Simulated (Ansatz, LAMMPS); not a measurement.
# Squeezing and shearing glassy 47SiO2-40B2O3-7CaO-7Na2O (mol %) (112 atoms), part 2 of 4

Aim: relax glassy 47SiO2-40B2O3-7CaO-7Na2O (mol %) (112 atoms), then change its volume and shape to read moduli from the stress.

Ansatz 0.2.0; Kohn-Sham DFT, PBE, PAW (set soft_2), plane waves.

The cell: 14 Si, 24 B, 2 Ca, 4 Na and 68 O. The quench rate of 20 K/ps is many orders above laboratory rates. The starting topology of bonds comes from the classical model. Sampling is at Γ alone.

So far. Step 2 (Single point at the start): The r.m.s. force at the start is 0.82 eV/Å.

## 3. Cell and atoms relaxed

The cell is relaxed with the atoms, since the starting lattice needn't suit this functional.

File input.yaml:

```yaml
crystal:
  lattice:
    - [11.04963, 0.0, 0.0]
    - [0.0, 11.04963, 0.0]
    - [0.0, 0.0, 11.04963]
  atoms:
    [... the 112 atom lines of step 2 ...]
kpoints:
  mp_grid: { grid: [1, 1, 1] }
hamiltonian:
  xc: pbe
scf:
  occupations: { method: fixed }
output:
  forces: true
relax:
  f_tol: 0.05
  max_steps: 150
  cell: {}
```

Started as:

```
$ ansatz run input.yaml --threads 4 --pin off --max-ram 8192MiB --backend cpu --events-out ev --progress --plain --runs-dir out
```

Numbers of over 12 decimals in the logs are rounded to 6 here.

The log of the run:

```text
[...]
Crystal: 112 atoms, lattice volume = 1349.097 Å³
Basis set: ecut = 420 eV, 26193 PW (Γ), exchange–correlation on 150×150×150 points (8 copies of the dense FFT grid, shifted against one another)
Bands: 408, of which v1, the nominal top of the filled ones, is band 296 counted from 1 (295 counted from 0)
Symmetry: 1 space group operations
[...]
k-points: 1
[...]
SCF iter   1: F=—  HF=-60910.923541 eV  |F-HF|=—  |Δ(HF+E_count)|=         —  Δρ=3.29e-3  dr2=1.36e-1  ethr=1.77e-3  ⟨swp⟩=9.0  Hψ=1321  notcnv=0  defer=110
[...]
SCF iter   9: F=-60910.929061 eV  HF=-60910.929061 eV  |F-HF|=4.24e-8  |Δ(HF+E_count)|=   1.17e-7  Δρ=2.43e-6  dr2=7.96e-8  ethr=1.69e-11  ⟨swp⟩=3.0  Hψ=1493  notcnv=0
SCF 1 converged in 9 iterations: F = -60910.929061 eV  dr2 = 7.96e-8
[...]
relax step   1: F+E_penalty+E_count = -60910.92906118 eV  Δ(F+E_penalty+E_count) = +0.000e0 eV  max|allowed force component| = 2.870e0 eV/Å  Δτ_max = 0.0000 Å  P = -3.209 GPa  Ω = 1349.097 Å³  (9 SCF iters, dr2 threshold 1.00e-7 eV, accepted)
[... from here on, the SCF cycles and remarks between the steps are left out ...]
relax step   2: F+E_penalty+E_count = -60914.33440158 eV  Δ(F+E_penalty+E_count) = -3.405e0 eV  max|allowed force component| = 1.430e0 eV/Å  Δτ_max = 0.1949 Å  P = -1.143 GPa  Ω = 1344.063 Å³  energy of the carried Pulay correction = +2.074e-2 eV  (7 SCF iters, dr2 threshold 1.12e-5 eV, accepted)
relax step   3: F+E_penalty+E_count = -60915.76957939 eV  Δ(F+E_penalty+E_count) = -1.435e0 eV  max|allowed force component| = 1.305e0 eV/Å  Δτ_max = 0.1906 Å  P = +0.372 GPa  Ω = 1342.143 Å³  energy of the carried Pulay correction = +2.867e-2 eV  (7 SCF iters, dr2 threshold 1.12e-5 eV, accepted)
relax step   4: F+E_penalty+E_count = -60916.38736059 eV  Δ(F+E_penalty+E_count) = -6.178e-1 eV  max|allowed force component| = 4.378e-1 eV/Å  Δτ_max = 0.2000 Å  P = -0.125 GPa  Ω = 1356.139 Å³  energy of the carried Pulay correction = -2.889e-2 eV  (7 SCF iters, dr2 threshold 1.12e-5 eV, accepted)
relax step   5: F+E_penalty+E_count = -60916.70457720 eV  Δ(F+E_penalty+E_count) = -3.172e-1 eV  max|allowed force component| = 4.366e-1 eV/Å  Δτ_max = 0.1249 Å  P = -0.209 GPa  Ω = 1357.391 Å³  energy of the carried Pulay correction = -3.401e-2 eV  (7 SCF iters, dr2 threshold 1.12e-5 eV, accepted)
relax step   6: F+E_penalty+E_count = -60916.88087035 eV  Δ(F+E_penalty+E_count) = -1.763e-1 eV  max|allowed force component| = 4.228e-1 eV/Å  Δτ_max = 0.1170 Å  P = -0.195 GPa  Ω = 1356.555 Å³  energy of the carried Pulay correction = -3.059e-2 eV  (7 SCF iters, dr2 threshold 1.12e-5 eV, accepted)
relax step   7: F+E_penalty+E_count = -60917.11606354 eV  Δ(F+E_penalty+E_count) = -2.352e-1 eV  max|allowed force component| = 3.941e-1 eV/Å  Δτ_max = 0.2000 Å  P = -0.050 GPa  Ω = 1356.852 Å³  energy of the carried Pulay correction = -3.180e-2 eV  (7 SCF iters, dr2 threshold 1.12e-5 eV, accepted)
relax step   8: F+E_penalty+E_count = -60917.19147197 eV  Δ(F+E_penalty+E_count) = -7.541e-2 eV  max|allowed force component| = 2.198e-1 eV/Å  Δτ_max = 0.0784 Å  P = -0.097 GPa  Ω = 1357.964 Å³  energy of the carried Pulay correction = -3.635e-2 eV  (7 SCF iters, dr2 threshold 9.71e-6 eV, accepted)
relax step   9: F+E_penalty+E_count = -60917.29212213 eV  Δ(F+E_penalty+E_count) = -1.007e-1 eV  max|allowed force component| = 1.878e-1 eV/Å  Δτ_max = 0.2000 Å  P = -0.046 GPa  Ω = 1357.570 Å³  energy of the carried Pulay correction = -3.474e-2 eV  (8 SCF iters, dr2 threshold 3.02e-6 eV, accepted)
relax step  10: F+E_penalty+E_count = -60917.33281309 eV  Δ(F+E_penalty+E_count) = -4.069e-2 eV  max|allowed force component| = 3.514e-1 eV/Å  Δτ_max = 0.1745 Å  P = -0.308 GPa  Ω = 1360.062 Å³  energy of the carried Pulay correction = -4.492e-2 eV  (7 SCF iters, dr2 threshold 2.20e-6 eV, accepted)
relax step  11: F+E_penalty+E_count = -60917.39432467 eV  Δ(F+E_penalty+E_count) = -6.151e-2 eV  max|allowed force component| = 2.233e-1 eV/Å  Δτ_max = 0.1019 Å  P = -0.007 GPa  Ω = 1359.840 Å³  energy of the carried Pulay correction = -4.401e-2 eV  (7 SCF iters, dr2 threshold 7.72e-6 eV, accepted)
relax step  12: F+E_penalty+E_count = -60917.44714466 eV  Δ(F+E_penalty+E_count) = -5.282e-2 eV  max|allowed force component| = 4.997e-1 eV/Å  Δτ_max = 0.1919 Å  P = -0.261 GPa  Ω = 1359.963 Å³  energy of the carried Pulay correction = -4.451e-2 eV  (7 SCF iters, dr2 threshold 3.12e-6 eV, accepted)
relax step  13: F+E_penalty+E_count = -60917.55284890 eV  Δ(F+E_penalty+E_count) = -1.057e-1 eV  max|allowed force component| = 2.982e-1 eV/Å  Δτ_max = 0.2000 Å  P = -0.078 GPa  Ω = 1361.167 Å³  energy of the carried Pulay correction = -4.942e-2 eV  (7 SCF iters, dr2 threshold 1.12e-5 eV, accepted)
[...]
relax step  17: F+E_penalty+E_count = -60917.70695242 eV  Δ(F+E_penalty+E_count) = -2.959e-2 eV  max|allowed force component| = 1.546e-1 eV/Å  Δτ_max = 0.0654 Å  P = +0.017 GPa  Ω = 1358.661 Å³  energy of the carried Pulay correction = -3.920e-2 eV  (7 SCF iters, dr2 threshold 4.93e-6 eV, accepted)
relax step  18: F+E_penalty+E_count = -60917.73626313 eV  Δ(F+E_penalty+E_count) = -2.931e-2 eV  max|allowed force component| = 2.015e-1 eV/Å  Δτ_max = 0.1159 Å  P = -0.087 GPa  Ω = 1358.164 Å³  energy of the carried Pulay correction = -3.717e-2 eV  (7 SCF iters, dr2 threshold 1.49e-6 eV, accepted)
relax step  19: F+E_penalty+E_count = -60917.75228551 eV  Δ(F+E_penalty+E_count) = -1.602e-2 eV  max|allowed force component| = 1.695e-1 eV/Å  Δτ_max = 0.0734 Å  P = +0.011 GPa  Ω = 1358.325 Å³  energy of the carried Pulay correction = -3.782e-2 eV  (7 SCF iters, dr2 threshold 2.54e-6 eV, accepted)
relax step  20: F+E_penalty+E_count = -60917.76561846 eV  Δ(F+E_penalty+E_count) = -1.333e-2 eV  max|allowed force component| = 1.716e-1 eV/Å  Δτ_max = 0.0733 Å  P = -0.040 GPa  Ω = 1358.233 Å³  energy of the carried Pulay correction = -3.745e-2 eV  (7 SCF iters, dr2 threshold 1.80e-6 eV, accepted)
relax step  21: F+E_penalty+E_count = -60917.67469583 eV  Δ(F+E_penalty+E_count) = +9.092e-2 eV  max|allowed force component| = 4.652e-1 eV/Å  Δτ_max = 0.2000 Å  P = -0.126 GPa  Ω = 1358.015 Å³  energy of the carried Pulay correction = -3.656e-2 eV  (8 SCF iters, dr2 threshold 1.84e-6 eV, rejected (line search))
relax step  22: F+E_penalty+E_count = -60917.78238010 eV  Δ(F+E_penalty+E_count) = -1.676e-2 eV  max|allowed force component| = 5.545e-2 eV/Å  Δτ_max = 0.0529 Å  P = +0.034 GPa  Ω = 1358.308 Å³  energy of the carried Pulay correction = -3.775e-2 eV  (12 SCF iters, accepted)
relax step  23: F+E_penalty+E_count = -60917.78489516 eV  Δ(F+E_penalty+E_count) = -2.515e-3 eV  max|allowed force component| = 7.155e-2 eV/Å  Δτ_max = 0.0345 Å  P = -0.031 GPa  Ω = 1358.141 Å³  energy of the carried Pulay correction = -3.707e-2 eV  (7 SCF iters, dr2 threshold 1.92e-7 eV, accepted)
relax step  24: F+E_penalty+E_count = -60917.79199982 eV  Δ(F+E_penalty+E_count) = -7.105e-3 eV  max|allowed force component| = 1.014e-1 eV/Å  Δτ_max = 0.0469 Å  P = +0.025 GPa  Ω = 1357.186 Å³  energy of the carried Pulay correction = -3.317e-2 eV  (7 SCF iters, dr2 threshold 3.20e-7 eV, accepted)
relax step  25: F+E_penalty+E_count = -60917.79340133 eV  Δ(F+E_penalty+E_count) = -1.402e-3 eV  max|allowed force component| = 5.798e-2 eV/Å  Δτ_max = 0.0172 Å  P = -0.021 GPa  Ω = 1357.618 Å³  energy of the carried Pulay correction = -3.494e-2 eV  (7 SCF iters, dr2 threshold 6.42e-7 eV, accepted)
relax step  26: F+E_penalty+E_count = -60917.79390829 eV  Δ(F+E_penalty+E_count) = -5.070e-4 eV  max|allowed force component| = 3.807e-2 eV/Å  Δτ_max = 0.0091 Å  P = +0.000 GPa  Ω = 1357.747 Å³  energy of the carried Pulay correction = -3.546e-2 eV  (7 SCF iters, dr2 threshold 2.10e-7 eV, accepted)
relax step  27: F+E_penalty+E_count = -60917.91209436 eV  Δ(F+E_penalty+E_count) = -1.182e-1 eV  max|allowed force component| = 3.832e-2 eV/Å  Δτ_max = 0.0000 Å  P = +0.098 GPa  Ω = 1357.747 Å³  stress off target by 3.60e-1 GPa  SCF on the basis re-selected at this cell (its energy is not comparable with the rows above)  (7 SCF iters)
relax step  28: F+E_penalty+E_count = -60917.91401534 eV  Δ(F+E_penalty+E_count) = -1.921e-3 eV  max|allowed force component| = 4.245e-2 eV/Å  Δτ_max = 0.0142 Å  P = +0.035 GPa  Ω = 1358.997 Å³  energy of the carried Pulay correction = -4.787e-3 eV  (7 SCF iters, dr2 threshold 3.25e-7 eV, accepted)
relax step  29: F+E_penalty+E_count = -60917.90363513 eV  Δ(F+E_penalty+E_count) = +1.038e-2 eV  max|allowed force component| = 1.182e-1 eV/Å  Δτ_max = 0.0975 Å  P = -0.030 GPa  Ω = 1360.168 Å³  energy of the carried Pulay correction = -9.301e-3 eV  (10 SCF iters, dr2 threshold 2.57e-8 eV, rejected (line search))
relax step  30: F+E_penalty+E_count = -60917.91536479 eV  Δ(F+E_penalty+E_count) = -1.349e-3 eV  max|allowed force component| = 2.575e-2 eV/Å  Δτ_max = 0.0382 Å  P = -0.009 GPa  Ω = 1359.920 Å³  energy of the carried Pulay correction = -8.335e-3 eV  (10 SCF iters, accepted)
relax step  31: F+E_penalty+E_count = -60917.92662276 eV  Δ(F+E_penalty+E_count) = -1.126e-2 eV  max|allowed force component| = 2.585e-2 eV/Å  Δτ_max = 0.0000 Å  P = -0.005 GPa  Ω = 1359.920 Å³  stress off target by 2.14e-2 GPa  SCF on the basis re-selected at this cell (its energy is not comparable with the rows above)  (6 SCF iters)
[...]
SCF converged after 6 iterations
Free energy (F): -60917.926623 eV
[...]
Internal energy: -60917.926623 eV  (E = F + TS)
E sigma→0 (E₀):  -60917.926623 eV
Fermi energy:    3.161408 eV
[...]
Σ components = -60917.926623   (vs F -60917.926623, Δ=0.00e0)
--- Forces (eV/Å), atoms counted from 1 ---
  atom   1  Si    -0.00114724    -0.00884810    -0.02585431
  atom   2  Si     0.00076710     0.01019626    -0.01488464
  atom   3  Si     0.01318349    -0.00982422     0.00673424
  atom   4  Si     0.00330308     0.00541745    -0.01338043
[...]
atom 112  O     -0.00404212    -0.01804922    -0.01731628
  max |Σ_I F_I| component: 6.01e-5 eV/Å
--- Stress (GPa, compression-positive) ---
       -0.000037      -0.000901       0.008109
       -0.000895      -0.020914      -0.003790
        0.008112      -0.003785       0.006487
  P = ⅓ Tr σ = -0.0048 GPa (-0.048 kbar)
--- Relaxed structure (29 steps of the walk, 27 accepted, 2 SCFs on fresh bases) ---
  F+E_penalty+E_count = -60917.92662276 eV   max|allowed force component| = 2.585e-2 eV/Å   (the final SCF, on the basis selected at the relaxed cell)
  cell:  # Å, volume = 1359.9201 Å³
    - [11.132188, 0.014233, 0.190965]
    - [0.014233, 10.882498, -0.131694]
    - [0.190965, -0.131694, 11.230358]
  atoms:
    - { symbol: Si, position: [0.294768, 0.709001, 0.957965] }
    - { symbol: Si, position: [0.349481, 0.989081, 0.192319] }
    - { symbol: Si, position: [0.323184, 0.453407, 0.571592] }
    - { symbol: Si, position: [0.672924, 0.492559, 0.082897] }
[...]
- { symbol: O, position: [0.218793, 0.734802, 0.338347] }
```

It took 5.8 min on 4 threads of Arm Neoverse V2, shared host; peak memory 1.7 GiB; 22 min of CPU time.

The relaxation converged after 29 steps, with a largest force component of 0.026 eV/Å.

## 4. Single point at the relaxed geometry

The electronic structure is read at the final geometry, in a run of its own.

File input.yaml:

```yaml
crystal:
  lattice:
    - [11.13219, 0.01423, 0.19097]
    - [0.01423, 10.8825, -0.13169]
    - [0.19097, -0.13169, 11.23036]
  atoms:
    - { symbol: Si, position: [0.29477, 0.709, 0.95796] }
    - { symbol: Si, position: [0.34948, 0.98908, 0.19232] }
    - { symbol: Si, position: [0.32318, 0.45341, 0.57159] }
    - { symbol: Si, position: [0.67292, 0.49256, 0.0829] }
    - { symbol: Si, position: [0.62588, 0.95455, 0.20507] }
    - { symbol: Si, position: [0.29764, 0.61604, 0.36405] }
    [... 100 atom lines left out ...]
    - { symbol: O, position: [0.97944, 0.59812, 0.13456] }
    - { symbol: O, position: [0.35307, 0.0459, 0.05824] }
    - { symbol: O, position: [0.9111, 0.65221, 0.87122] }
    - { symbol: O, position: [0.22053, 0.28438, 0.25658] }
    - { symbol: O, position: [0.6405, 0.30642, 0.8346] }
    - { symbol: O, position: [0.21879, 0.7348, 0.33835] }
kpoints:
  mp_grid: { grid: [1, 1, 1] }
hamiltonian:
  xc: pbe
scf:
  occupations: { method: fixed }
output:
  forces: true
  stress: true
  populations: intrinsic
  dos:
    method: { smearing: { sigma: 0.15 } }
    de: 0.1
    projected: { site_lists: { B: [B], Ca: [Ca], Na: [Na], O: [O], Si: [Si] } }
  eigenvalues: true
  write_density: true
  write_potential: true
  volumetric_format: npy
  elf: true
```

The log of the run:

```text
[...]
Crystal: 112 atoms, lattice volume = 1359.921 Å³
Basis set: ecut = 420 eV, 26577 PW (Γ), exchange–correlation on 150×150×160 points (8 copies of the dense FFT grid, shifted against one another)
Bands: 408, of which v1, the nominal top of the filled ones, is band 296 counted from 1 (295 counted from 0)
Symmetry: 1 space group operations
[...]
k-points: 1
[...]
SCF iter   1: F=—  HF=-60917.907477 eV  |F-HF|=—  |Δ(HF+E_count)|=         —  Δρ=2.75e-3  dr2=9.44e-2  ethr=1.77e-3  ⟨swp⟩=7.0  Hψ=1486  notcnv=0  defer=109
[...]
SCF iter   9: F=-60917.926616 eV  HF=-60917.926616 eV  |F-HF|=3.63e-8  |Δ(HF+E_count)|=   6.06e-8  Δρ=1.81e-6  dr2=4.52e-8  ethr=1.69e-11  ⟨swp⟩=22.0  Hψ=4472  notcnv=0
SCF 1 converged in 9 iterations: F = -60917.926616 eV  dr2 = 4.52e-8
[...]
WARN: The input density's exchange-correlation potential varies sharply where the density is thin. Do not read a vacuum level from v_tot or v_xc, or from such a field of the output density. On a cell that repeats whose density bears no net charge and no dipole along the vacuum's axis use v_es (v_loc + v_h of the components); [...]
SCF converged after 9 iterations
Free energy (F): -60917.926616 eV
[...]
Internal energy: -60917.926616 eV  (E = F + TS)
E sigma→0 (E₀):  -60917.926616 eV
Fermi energy:    3.161523 eV
[...]
--- Forces (eV/Å), atoms counted from 1 ---
  atom   1  Si    -0.00078876    -0.00904321    -0.02494115
  atom   2  Si     0.00120851     0.01038424    -0.01554361
  atom   3  Si     0.01363646    -0.01113020     0.00891752
  atom   4  Si     0.00471630     0.00512999    -0.01555810
  atom   5  Si    -0.00395853    -0.00660877    -0.01173175
  atom   6  Si     0.00082502     0.00996895     0.00785253
  atom   7  Si     0.02008234    -0.00178322    -0.02449790
  atom   8  Si    -0.00338787    -0.00193877    -0.00439826
  atom   9  Si    -0.01926834     0.01256853     0.00467499
  atom  10  Si    -0.01429893     0.00365093     0.00193210
  atom  11  Si    -0.00672328     0.00987014     0.00639107
  atom  12  Si    -0.00484206    -0.01896492    -0.02447701
  atom  13  Si     0.01166578     0.01630169     0.02066785
  atom  14  Si    -0.01179362     0.00622157     0.01002257
[...]
atom 111  O      0.00670504     0.00838126    -0.01188753
  atom 112  O     -0.00321970    -0.01819576    -0.01710579
  max |Σ_I F_I| component: 7.57e-5 eV/Å
--- Stress (GPa, compression-positive) ---
        0.000227      -0.001381       0.008129
       -0.001375      -0.020949      -0.003918
        0.008132      -0.003914       0.005502
  P = ⅓ Tr σ = -0.0051 GPa (-0.051 kbar)
--- Band table (eV) ---
[...]
--- intrinsic populations: 112 sites ---
  site symbol       q [e]
     0     Si      2.2467
     1     Si      2.2655
     2     Si      2.2380
[...]
111      O      6.6979
  spilling = 0.000000 (of n_electrons = 592.000000)
```

Run time: 23 s. Hardware: 4 threads; peak memory 1.9 GiB.

The program notes that the exchange-correlation potential is rough where the density is thin.

Read from the output:

| Quantity | Value |
| --- | --- |
| free energy | -60917.9266 eV |
| free energy per atom | -543.9101 eV/atom |
| SCF cycles | 9 |
| pressure | -0.005073 GPa |
| r.m.s. force component | 0.0083 eV/Å |
| longest force | 0.03173 eV/Å |
| Fermi energy | 3.162 eV |
| gap (highest filled to lowest empty level) | 4.225 eV |

(Part 2 of 4 ends here.)

[Logs are printed without paths, hosts, clocks, repeated set-up lines and the standing remarks that a program may print on its own settings, such as how far it seeks lower states.]

[Hosts, paths, dates, database ids (printed as entryN), source tags and the programs' standing remarks are cut or masked in the printed files.]
